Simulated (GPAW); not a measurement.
# Screening of a field by a 7-layer slab of Cr(110), part 2 of 2

Wanted: the out-of-plane polarisability of a 7-layer slab of Cr(110).

GPAW 26.7.0; GPAW, PAW setups; slab in vacuum, relaxation (the session's first sound run).

So far. Step 5 (In a field): The dipole is now -0.0468 e Å, against 0.0055 in the run without a field.

## (8) Field on

run.py reads:

```python
import json
import numpy as np
from ase import Atoms
from gpaw import GPAW, PW
from gpaw.external import ConstantElectricField

slab = Atoms(
    ['Cr', 'Cr', 'Cr', 'Cr', 'Cr', 'Cr', 'Cr'],
    positions=[
        [0.00000, 0.00000, 8.00000],
        [2.03647, -0.00000, 10.03647],
        [0.00000, 0.00000, 12.07294],
        [2.03647, -0.00000, 14.05595],
        [-0.00000, -0.00000, 16.04717],
        [2.03647, -0.00000, 18.05578],
        [-0.00000, 0.00000, 19.94654]],
    cell=[[2.03647, -1.44, 0.0], [2.03647, 1.44, 0.0], [0.0, 0.0, 28.21881]],
    pbc=[True, True, False])

slab.calc = GPAW(mode=PW(400), xc='PBE', kpts={'size': (13, 13, 1), 'gamma': True},
                 occupations={'name': 'fermi-dirac', 'width': 0.1}, nbands='160%',
                 convergence={'density': 1e-05}, maxiter=200,
                 poissonsolver={'dipolelayer': 'xy'},
                 external=ConstantElectricField(0.1, [0, 0, 1]),
                 symmetry={'tolerance': 1e-3}, txt='slab.txt')
result = {}
energy = slab.get_potential_energy()
fermi = slab.calc.get_fermi_level()
v = slab.calc.get_electrostatic_potential().mean((0, 1)) - fermi
n = slab.calc.get_pseudo_density().mean((0, 1))
L = slab.cell[2, 2]
z = np.arange(len(v)) * L / len(v)
low, high = slab.positions[:, 2].min(), slab.positions[:, 2].max()
below, above = np.interp([low - 5.8, high + 5.8], z, v)
slopes = [np.interp(x, z, np.gradient(v, z)) for x in (low - 5.8, high + 5.8)]
eps = np.array([[slab.calc.get_eigenvalues(k, s) for k in range(len(slab.calc.get_ibz_k_points()))]
                for s in range(slab.calc.get_number_of_spins())]) - fermi
top, bottom = eps[eps < 0].max(), eps[eps > 0].min()
dipole = slab.get_dipole_moment()[2]
print(f'energy {energy:.4f} eV, Fermi level {fermi:.4f} eV, dipole {dipole:.5f} e A')
print(f'potential 5.8 A off the faces, from the Fermi level: lower {below:.4f} eV, upper {above:.4f} eV')
print(f'slope of the potential there: lower {slopes[0]:.5f}, upper {slopes[1]:.5f} eV/A')
print(f'nearest levels on the mesh: {top:.4f} and {bottom:.4f} eV')
print('magnetic moment', round(slab.get_magnetic_moment(), 3))
result.update(energy=energy, fermi=fermi, dipole=dipole, below=below, above=above, slopes=slopes, edges=[top, bottom],
              z=z.tolist(), v=v.tolist(), n=n.tolist(), positions=slab.positions.tolist(),
              forces=slab.get_forces(apply_constraint=False).tolist(), moments=slab.get_magnetic_moments().tolist())
json.dump(result, open('result.json', 'w'))
```

Started as:

```console
OMP_NUM_THREADS=1 OPENBLAS_NUM_THREADS=1 python run.py
```

Wall time 15 min (1 thread of Arm Neoverse V2, shared host); peak memory 0.42 GiB.

The electrostatic potential energy of an electron (without an applied field's), less the Fermi level, planar mean oscillates, so the rows of the table below give means over windows of 1.99 Å about each position, cut where the curve ends. Its maxima inside the range that stand out by 2 % of the span (Å: eV): 1.6: 5.65, 9.0: -1.34, 11.1: -1.62, 13.1: -2.27, 15.1: -2.39, 17.0: -2.51, 19.0: -3.83. Its minima: 8.0: -21.2, 10.0: -21.9, 12.1: -21.9, 14.0: -22.1, 16.1: -22.3, 18.1: -22.8, 20.0: -22.6.

Electrostatic potential energy of an electron (without an applied field's), less the Fermi level, planar mean against z; means over each step:

z (Å), electrostatic potential energy of an electron (without an applied field's), less the Fermi level, planar mean (eV) and a bar from the least value:
```
     0.99        5.6 ##############################
     2.98        5.6 ##############################
     4.97        5.6 ##############################
     6.96       -2.6 #################
     8.95      -10.0 #####
    10.94      -10.3 ####
    12.93      -11.1 ###
    14.92      -11.2 ###
    16.91      -11.2 ###
    18.90      -12.8 
    20.89       -5.2 ############
    22.88        3.8 ###########################
    24.87        3.9 ###########################
    26.86        3.9 ###########################
```

The dipole is now 0.0557 e Å, against 0.0055 in the run without a field.

## (9) Field on

run.py, as its differences from that of step 8:

```diff
@@ -23,3 +23,3 @@
                  poissonsolver={'dipolelayer': 'xy'},
-                 external=ConstantElectricField(0.1, [0, 0, 1]),
+                 external=ConstantElectricField(0.2, [0, 0, 1]),
                  symmetry={'tolerance': 1e-3}, txt='slab.txt')
```

Run time: 16 min. Hardware: 1 thread; peak memory 0.42 GiB.

The dipole is now 0.107 e Å, against 0.0055 in the run without a field.

## (10) Field on

run.py, as its differences from that of step 9:

```diff
@@ -23,3 +23,3 @@
                  poissonsolver={'dipolelayer': 'xy'},
-                 external=ConstantElectricField(0.2, [0, 0, 1]),
+                 external=ConstantElectricField(0.3, [0, 0, 1]),
                  symmetry={'tolerance': 1e-3}, txt='slab.txt')
```

Elapsed: 15 min, on 1 thread; peak memory 0.42 GiB.

The dipole is now 0.158 e Å, against 0.0055 in the run without a field.

## (11) The series

The members are put on one axis.

This step: induced dipole against applied field (GPAW 26.7.0).

Dipole along the normal against field:

| field (V/Å) | dipole along the normal (e·Å) |
| --- | --- |
| -0.200 | -0.0981 |
| -0.100 | -0.0468 |
| -0.050 | -0.0212 |
| 0.000 | 0.00555 |
| 0.050 | 0.0301 |
| 0.100 | 0.0557 |
| 0.200 | 0.107 |
| 0.300 | 0.158 |

## (12) Outcome

```yaml
work_function_upper_and_lower_face: 4.705 and 4.842 eV
dipole_along_the_normal: 0.00555 e Å
induced_dipole_per_field: 0.513 e Å per V/Å
out_of_plane_polarisability_per_area_alpha_eps_0_a: 15.8 Å
```

What this shows: The field induces 0.513 e Å per V/Å, a polarisable thickness α/(ε0 A) of 15.8 Å beside 11.9 Å between the outermost nuclei. A perfect conductor would give the distance between its two image planes; a dielectric of thickness t gives t(1 - 1/ε). The two faces differ by 0.14 eV, the step that the slab's dipole makes (e p/(ε0 A) gives 0.17 eV), so the dipole layer is needed. The lowest atoms were held at bulk positions, which alone makes the faces unlike. The measured value for polycrystalline Cr, which weights the faces of low work function, is 4.5 eV (as compiled in "Anisotropic work function of elemental crystals", 2019, arxiv:1902.07811); the relaxed upper face lies 0.21 eV over it with PBE. Measured work functions scatter by a tenth of an eV or more between methods. The induced dipole is linear in the field over this range. The runs had no spin polarisation, so a magnetic state, which thin layers of d-metal atoms can have, wasn't tested. The in-plane lattice was kept as typed, which isn't the functional's own and leaves some strain; spin-orbit coupling and temperature are left out.

[Logs are printed without paths, hosts, clocks, repeated set-up lines and the standing remarks that a program may print on its own settings, such as how far it seeks lower states.]

[Hosts, paths, dates, database ids (printed as entryN), source tags and the programs' standing remarks are cut or masked in the printed files.]
